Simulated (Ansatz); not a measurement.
# YCrB4 (Pbam): band gap by G0W0 on LDA

Wanted: the gap of YCrB4 (Pbam) with a many-body correction, and the time that it takes.

Program: Ansatz 0.2.0. Level of theory: LDA, then G0W0 on it, plane waves, PAW. Results are calculated unless marked as measured.

**Experimental background.**

- Gap 200 meV: band gap from B K-edge XAS/XES; X-ray absorption and emission spectroscopy; 300 K; bulk crystal (arc-melted crystal) (“Electronic topological transition of 2D boron by the ion exchange reaction”, 2022, arxiv:2205.05259).

Most raw output is cut from this account.

## Step 1: The starting structure

Symmetry: Pbam, No. 55, orthorhombic system. The conventional cell has a = 5.972 Å, b = 11.460 Å, c = 3.461 Å, α = 90.00°, β = 90.00°, γ = 90.00°. Y has 14 B at 2.59 to 2.78 Å nearest. Cr has 10 B at 2.22 to 2.30 Å and 1 Cr at 2.38 Å nearest. Nearest to B lie 3 B at 1.76 to 1.97 Å and 2 Cr at 2.30 Å and 4 Y at 2.72 to 2.73 Å. Nearest to B lie 5 B at 1.61 to 2.75 Å and 2 Cr at 2.23 Å and 4 Y at 2.74 to 2.78 Å. B has 3 B at 1.61 to 1.79 Å and 4 Cr at 2.27 to 2.29 Å and 2 Y at 2.59 Å nearest. Nearest to B lie 5 B at 1.66 to 2.72 Å and 2 Cr at 2.22 Å and 4 Y at 2.74 to 2.76 Å. Farther neighbours are not listed.

As a file:

```xyz
24
Lattice="5.9720 0.0000 0.0000 0.0000 11.4600 0.0000 0.0000 0.0000 3.4610" Properties=species:S:1:pos:R:3 pbc="T T T"
Y     0.7465    1.7190    0.0000
Y     5.2255    9.7410    0.0000
Y     3.7325    4.0110    0.0000
Y     2.2395    7.4490    0.0000
Cr    0.7465    4.8017    0.0000
Cr    5.2255    6.6583    0.0000
Cr    3.7325    0.9283    0.0000
Cr    2.2395   10.5317    0.0000
B     1.6722    3.6099    1.7305
B     4.2998    7.8501    1.7305
B     4.6582    2.1201    1.7305
B     1.3138    9.3399    1.7305
B     2.8964    2.0628    1.7305
B     3.0756    9.3972    1.7305
B     5.8824    3.6672    1.7305
B     0.0896    7.7928    1.7305
B     2.2992    0.5730    1.7305
B     3.6728   10.8870    1.7305
B     5.2852    5.1570    1.7305
B     0.6868    6.3030    1.7305
B     2.0305    5.3289    1.7305
B     3.9415    6.1311    1.7305
B     5.0165    0.4011    1.7305
B     0.9555   11.0589    1.7305
```

The start is a cell from the Crystallography Open Database. The default PAW set here is soft_2. Its files were made with PBE.

## Step 2: Relaxation

The structure is relaxed first.

This step: DFT, LDA, plane waves, PAW.

input.yaml reads:

```yaml
crystal:
  lattice:
    - [5.972, 0.0, 0.0]
    - [0.0, 11.46, 0.0]
    - [0.0, 0.0, 3.461]
  atoms:
    - { symbol: "Y", position: [0.125, 0.15, 0.0] }
    - { symbol: "Y", position: [0.875, 0.85, 0.0] }
    - { symbol: "Y", position: [0.625, 0.35, 0.0] }
    - { symbol: "Y", position: [0.375, 0.65, 0.0] }
    - { symbol: Cr, position: [0.125, 0.419, 0.0] }
    - { symbol: Cr, position: [0.875, 0.581, 0.0] }
    - { symbol: Cr, position: [0.625, 0.081, 0.0] }
    - { symbol: Cr, position: [0.375, 0.919, 0.0] }
    - { symbol: B, position: [0.28, 0.315, 0.5] }
    - { symbol: B, position: [0.72, 0.685, 0.5] }
    - { symbol: B, position: [0.78, 0.185, 0.5] }
    - { symbol: B, position: [0.22, 0.815, 0.5] }
    - { symbol: B, position: [0.485, 0.18, 0.5] }
    - { symbol: B, position: [0.515, 0.82, 0.5] }
    - { symbol: B, position: [0.985, 0.32, 0.5] }
    - { symbol: B, position: [0.015, 0.68, 0.5] }
    - { symbol: B, position: [0.385, 0.05, 0.5] }
    - { symbol: B, position: [0.615, 0.95, 0.5] }
    - { symbol: B, position: [0.885, 0.45, 0.5] }
    - { symbol: B, position: [0.115, 0.55, 0.5] }
    - { symbol: B, position: [0.34, 0.465, 0.5] }
    - { symbol: B, position: [0.66, 0.535, 0.5] }
    - { symbol: B, position: [0.84, 0.035, 0.5] }
    - { symbol: B, position: [0.16, 0.965, 0.5] }
kpoints:
  mp_grid: { grid: [4, 2, 6] }
hamiltonian:
  xc: lda
scf:
  occupations: { method: fermi_dirac, width: 0.02 }
relax:
  f_tol: 0.02
  max_steps: 60
```

Launch:

```
ansatz run input.yaml --threads 2 --pin off --max-ram 92160MiB --backend cuda --events-out ev --progress --plain --runs-dir out --devices 1 --max-vram 13GiB
```

Run time: 36 s. Hardware: 1 × NVIDIA H100 80GB HBM3 (shared by 6 runs) with 2 threads of AMD EPYC 7R13 (Zen 3), shared host; peak memory 1 GiB.

Relaxation path:

```tsv
step	energy less that of the first step (eV)	largest force component (eV/Å)
1	0.0000	3.1465
2	-1.2349	1.3768
3	-1.4913	1.1145
4	-1.7780	0.1305
5	-1.7845	0.0350
6	-1.7850	0.0063
```

The run keeps the 8 symmetry operations that it works with, so distortions that break them were not tested.

The atoms that moved most (Å):

```tsv
atom	dx	dy	dz	length
B16	0.056	0.129	0.000	0.140
B13	-0.056	0.129	0.000	0.140
B14	0.056	-0.129	0.000	0.140
B15	-0.056	-0.129	0.000	0.140
B21	0.126	0.028	0.000	0.129
B22	-0.126	-0.028	0.000	0.129
B23	0.126	-0.028	0.000	0.129
B24	-0.126	0.028	0.000	0.129
```

## Step 3: The LDA band structure

Levels along a band path and on the mesh show where this functional puts the band edges.

input.yaml reads:

```yaml
crystal:
  lattice:
    - [5.972, 0.0, 0.0]
    - [0.0, 11.46, 0.0]
    - [0.0, 0.0, 3.461]
  atoms:
    - { symbol: "Y", position: [0.1241200588, 0.1503666468, 0.0] }
    - { symbol: "Y", position: [0.8758799412, 0.8496333532, 0.0] }
    - { symbol: "Y", position: [0.6241200588, 0.3496333532, 0.0] }
    - { symbol: "Y", position: [0.3758799412, 0.6503666468, 0.0] }
    - { symbol: Cr, position: [0.1201299695, 0.421778839, 0.0] }
    - { symbol: Cr, position: [0.8798700305, 0.578221161, 0.0] }
    - { symbol: Cr, position: [0.6201299695, 0.078221161, 0.0] }
    - { symbol: Cr, position: [0.3798700305, 0.921778839, 0.0] }
    - { symbol: B, position: [0.2788786994, 0.3166664433, 0.5] }
    - { symbol: B, position: [0.7211213006, 0.6833335567, 0.5] }
    - { symbol: B, position: [0.7788786994, 0.1833335567, 0.5] }
    - { symbol: B, position: [0.2211213006, 0.8166664433, 0.5] }
    - { symbol: B, position: [0.4755978637, 0.1912257198, 0.5] }
    - { symbol: B, position: [0.5244021363, 0.8087742802, 0.5] }
    - { symbol: B, position: [0.9755978637, 0.3087742802, 0.5] }
    - { symbol: B, position: [0.0244021363, 0.6912257198, 0.5] }
    - { symbol: B, position: [0.3876900752, 0.0465439877, 0.5] }
    - { symbol: B, position: [0.6123099248, 0.9534560123, 0.5] }
    - { symbol: B, position: [0.8876900752, 0.4534560123, 0.5] }
    - { symbol: B, position: [0.1123099248, 0.5465439877, 0.5] }
    - { symbol: B, position: [0.3611603252, 0.4674623972, 0.5] }
    - { symbol: B, position: [0.6388396748, 0.5325376028, 0.5] }
    - { symbol: B, position: [0.8611603252, 0.0325376028, 0.5] }
    - { symbol: B, position: [0.1388396748, 0.9674623972, 0.5] }
kpoints:
  mp_grid: { grid: [4, 2, 6] }
  band_path:
    path:
      - [[0.0, 0.0, 0.0], [0.5, 0.0, 0.0], [0.5, 0.5, 0.0], [0.0, 0.5, 0.0], [0.0, 0.0, 0.0], [0.0, 0.0, 0.5], [0.5, 0.0, 0.5], [0.5, 0.5, 0.5], [0.0, 0.5, 0.5], [0.0, 0.0, 0.5]]
      - [[0.5, 0.0, 0.0], [0.5, 0.0, 0.5]]
      - [[0.0, 0.5, 0.0], [0.0, 0.5, 0.5]]
      - [[0.5, 0.5, 0.0], [0.5, 0.5, 0.5]]
    npoints: 10
hamiltonian:
  xc: lda
scf:
  occupations: { method: fermi_dirac, width: 0.02 }
  n_extra_bands: 12
output:
  eigenvalues: true
  forces: true
  stress: true
  write_density: true
  write_potential: true
  elf: true
  volumetric_format: npy
```

Elapsed: 29 s, on 1 × NVIDIA H100 80GB HBM3 (shared by 6 runs) with 2 threads; peak memory 1.2 GiB.

This step gave:

- pressure: -12.47 GPa
- filled bands: 74
- gap: 0.1705 eV
- valence top at: k = (0.250, 0.000, 0.000)
- conduction bottom at: k = (0.000, 0.000, 0.333)
- least direct gap: 0.2356 eV

Over mesh and path the gap is 0.170 eV, from k = (0.250, 0.000, 0.000) to k = (0.000, 0.000, 0.333). The least direct gap found is 0.236 eV, at k = (0.250, 0.000, 0.000). The pressure in this cell is -12 GPa; the cell is kept.

The electronic bands at the labelled points (eV, zero at the top of the highest nominally filled band):

```tsv
point	band 71	band 72	band 73	band 74	band 75	band 76	band 77	band 78
Γ	-1.06	-0.49	-0.29	-0.27	0.88	0.91	1.20	1.26
halfway	-0.65	-0.41	-0.33	0.00	0.24	0.69	0.94	1.01
X	-0.60	-0.60	-0.11	-0.11	0.31	0.31	0.87	0.87
halfway	-0.71	-0.71	-0.10	-0.10	0.49	0.49	0.82	0.82
S	-0.81	-0.81	-0.09	-0.09	0.70	0.70	0.78	0.78
halfway	-0.83	-0.83	-0.11	-0.11	0.57	0.57	1.03	1.03
Y	-1.05	-1.05	-0.23	-0.23	1.00	1.00	1.03	1.03
halfway	-1.14	-0.71	-0.26	-0.22	0.95	0.98	1.06	1.12
Γ	-1.06	-0.49	-0.29	-0.27	0.88	0.91	1.20	1.26
halfway	-1.06	-0.46	-0.39	-0.30	0.20	0.69	0.83	1.05
Z	-0.81	-0.55	-0.48	-0.45	0.22	0.25	0.27	0.37
halfway	-1.16	-0.81	-0.49	-0.47	0.26	0.27	0.86	0.87
U	-1.23	-1.23	-0.47	-0.47	0.27	0.27	1.13	1.13
halfway	-1.31	-1.31	-0.46	-0.46	0.28	0.28	1.15	1.15
R	-1.41	-1.41	-0.46	-0.46	0.28	0.28	1.17	1.17
halfway	-1.08	-1.08	-0.46	-0.46	0.27	0.27	0.98	0.98
T	-0.95	-0.95	-0.45	-0.45	0.25	0.25	0.78	0.78
halfway	-0.88	-0.74	-0.47	-0.45	0.25	0.25	0.41	0.61
Z	-0.81	-0.55	-0.48	-0.45	0.22	0.25	0.27	0.37
jump to X	-0.60	-0.60	-0.11	-0.11	0.31	0.31	0.87	0.87
halfway	-1.03	-1.03	-0.39	-0.39	0.60	0.60	0.81	0.81
U	-1.23	-1.23	-0.47	-0.47	0.27	0.27	1.13	1.13
jump to Y	-1.05	-1.05	-0.23	-0.23	1.00	1.00	1.03	1.03
halfway	-0.74	-0.74	-0.30	-0.30	0.37	0.37	0.87	0.87
T	-0.95	-0.95	-0.45	-0.45	0.25	0.25	0.78	0.78
jump to S	-0.81	-0.81	-0.09	-0.09	0.70	0.70	0.78	0.78
```

Electrostatic potential energy in the bc plane at fractional x = 0.112, with atoms of Y and Cr and B within 0.2 Å of it. With pseudopotentials it is smooth inside the atoms' cores, unlike the true potential.

Ten even steps from '0' (-42 eV) to '9' (15 eV), each cell a mean:
```
99620015899632248999999999999999
99852257999854479999999999999999
89987789999998898779998999999977
58999999988999984016875788789721
38999999988999982005864687688610
79998899999999996348987898899854
99875578999976789899999999999999
99730026999742358999999999999999
99610005899622238999999999999999
```
Columns run along b (11.5 Å; values clipped at the 3rd and 97th percentile), rows up along c (3.5 Å). Atoms in or near the plane, at fractional coordinates: Y at (0.15, 0.00), Cr at (0.42, 0.00), B at (0.55, 0.50), B at (0.97, 0.50).

Valence density in the bc plane at fractional x = 0.112, with atoms of Y and Cr and B within 0.2 Å of it. It is the smooth field of the valence electrons, not physical close to the nuclei.

Ten steps, logarithmic in the rise over the least value, from '_' (0 e/Å³) to '@' (17 e/Å³), each cell a mean:
```
____--++****++--..__..--##@@%%++::......________________________
..__..--++++==::......::==++++--::::..........______............
::......::::......::::::..::::::::::::::::::::::::........::::::
--::..________..::::--::......::--::------::::--::::::::::::--::
--::..________..::----::......::--::----------------::::::--::::
::....________....::::::......::------::::::::::::::::::::::::::
......::----::......::::::----::::::::..........................
____::==****++--......::**####==::........________________....__
__..--++******==..__..==%%@@@@**::......________________________
```
Columns run along b (11.5 Å), rows up along c (3.5 Å). Atoms in or near the plane, at fractional coordinates: Y at (0.15, 0.00), Cr at (0.42, 0.00), B at (0.55, 0.50), B at (0.97, 0.50).

## Step 4: G0W0 on the 2×2×4 mesh

G0W0 replaces the xc potential by a self-energy built once from the orbitals of the start. Levels are corrected in the window of bands that the input names, at points of the mesh.

This step: G0W0 on LDA, plane waves, PAW.

input.yaml: that of step 3 with these lines changed.

```diff
@@ -31,10 +31,3 @@
 kpoints:
-  mp_grid: { grid: [4, 2, 6] }
-  band_path:
-    path:
-      - [[0.0, 0.0, 0.0], [0.5, 0.0, 0.0], [0.5, 0.5, 0.0], [0.0, 0.5, 0.0], [0.0, 0.0, 0.0], [0.0, 0.0, 0.5], [0.5, 0.0, 0.5], [0.5, 0.5, 0.5], [0.0, 0.5, 0.5], [0.0, 0.0, 0.5]]
-      - [[0.5, 0.0, 0.0], [0.5, 0.0, 0.5]]
-      - [[0.0, 0.5, 0.0], [0.0, 0.5, 0.5]]
-      - [[0.5, 0.5, 0.0], [0.5, 0.5, 0.5]]
-    npoints: 10
+  mp_grid: { grid: [2, 2, 4] }
 hamiltonian:
@@ -42,11 +35,8 @@
 scf:
-  occupations: { method: fermi_dirac, width: 0.02 }
-  n_extra_bands: 12
-output:
-  eigenvalues: true
-  forces: true
-  stress: true
-  write_density: true
-  write_potential: true
-  elf: true
-  volumetric_format: npy
+  occupations: { method: fixed }
+gw:
+  n_empty_bands: 988
+  ecut_chi: 150.0
+  qp_bands: [v4, c4]
+  qp_kpoints: band_edges
+  screening: { model: contour_deformation }
```

Elapsed: 2.2 min, on 1 × NVIDIA H100 80GB HBM3 (shared by 6 runs) with 2 threads; peak memory 4.3 GiB.

Numbers from this step:

```yaml
bands_summed: 1062
rpa_eps_infinity_on_this_mesh_eigenvalues: 40.39, 41.49, 46.89
plane_waves_in_the_screening_matrix: 987
q_points_in_the_mesh: 16
g0w0_gap_over_the_corrected_points: 0.3382 eV
k_of_the_valence_top: -0.5, -0.5, 0
k_of_the_conduction_bottom: 0, 0, 0.25
starting_gap_on_the_mesh: 0.2907 eV
z_at_the_valence_top: 0.6641
z_at_the_conduction_bottom: 0.6772
least_direct_g0w0_gap_over_the_corrected_points: 0.4469 eV
```

Over all 12 irreducible mesh points the G0W0 gap is 0.338 eV, from k = (-0.500, -0.500, 0.000) to k = (0.000, 0.000, 0.250). The LDA gap of this run on the mesh is 0.291 eV. The two states that bound the G0W0 gap lie that far apart at the start, so the correction of the gap is 0.338 − 0.291 = +0.047 eV. The start of this run differs from the step before in mesh (4×2×6 and 2×2×4) and occupations.

Labels follow the order of the start: v1 is the top filled band, c1 the lowest empty one; levels that stay degenerate share a row, the window can cut a multiplet, doubted levels are not marked in this list, bands outside the window were not corrected, and the list may be a part of the corrected levels. Levels before and after the correction, in eV, zero at the valence-band top of each column:

```tsv
	conduction bottom	valence top
Kohn-Sham	0.29	0.00
G0W0	0.34	0.00
```

```tsv
	level	occupation	energy (eV)
Kohn-Sham	(0 0 0.25) v3	2	-0.374
Kohn-Sham	(0 0 0.25) v2	2	-0.302
Kohn-Sham	(0 0 0.25) v1	2	-0.208
Kohn-Sham	(0 0 0.25) c1	0	0.291
Kohn-Sham	(0 0 0.25) c2	0	0.780
Kohn-Sham	(0 0 0.25) c3	0	0.916
Kohn-Sham	(-0.5 -0.5 0) v3	2	-0.720
Kohn-Sham	(-0.5 -0.5 0) v2-v1	2	0.000
Kohn-Sham	(-0.5 -0.5 0) c1-c2	0	0.792
Kohn-Sham	(-0.5 -0.5 0) c3	0	0.867
G0W0	(0 0 0.25) v3	2	-0.253
G0W0	(0 0 0.25) v2	2	-0.379
G0W0	(0 0 0.25) v1	2	-0.223
G0W0	(0 0 0.25) c1	0	0.338
G0W0	(0 0 0.25) c2	0	0.885
G0W0	(0 0 0.25) c3	0	1.140
G0W0	(-0.5 -0.5 0) v3	2	-0.850
G0W0	(-0.5 -0.5 0) v2-v1	2	0.000
G0W0	(-0.5 -0.5 0) c1-c2	0	0.748
G0W0	(-0.5 -0.5 0) c3	0	0.972
```

The parts of the quasiparticle energy for the two states that bound the G0W0 gap, in eV on the run's own scale (QP = start + Σx + Σc − Vxc, with Σc at the quasiparticle energy):

```tsv
edge	k	band	start	Σx	Σc	Vxc	Z	QP
valence top	(-0.500, -0.500, 0.000)	73	13.375	−21.796	0.267	−22.142	0.664	13.987
conduction bottom	(0.000, 0.000, 0.250)	75	13.665	−16.985	−3.725	−21.369	0.677	14.326
```

(Part 1 of 2 ends here.)

[Paths, hosts, dates, memory and timing lines, banners, echoed tables and standing remarks are left out of the program output.]

[Logs are printed without paths, hosts, clocks, repeated set-up lines and the standing remarks that a program may print on its own settings, such as how far it seeks lower states.]

[Runs of the session that timed out or met a known fault of the program may be left out.]

[Cells called generated may have been cut or substituted from an entry of the Crystallography Open Database or the Materials Project.]

[Hosts, paths, dates, database ids (printed as entryN), source tags and the programs' standing remarks are cut or masked in the printed files.]

[Where an RPA ε∞ is given, it is that of the G0W0 mesh and is not shown converged in it. Names of k-points follow the symmetry that the program found, which can be lower than the space group named. Band edges on a path are those of the sampled points; other points can move an edge, and change direct to indirect where valleys lie close.]

[Hybrid gaps are those of their k-mesh and are not shown converged in it.]
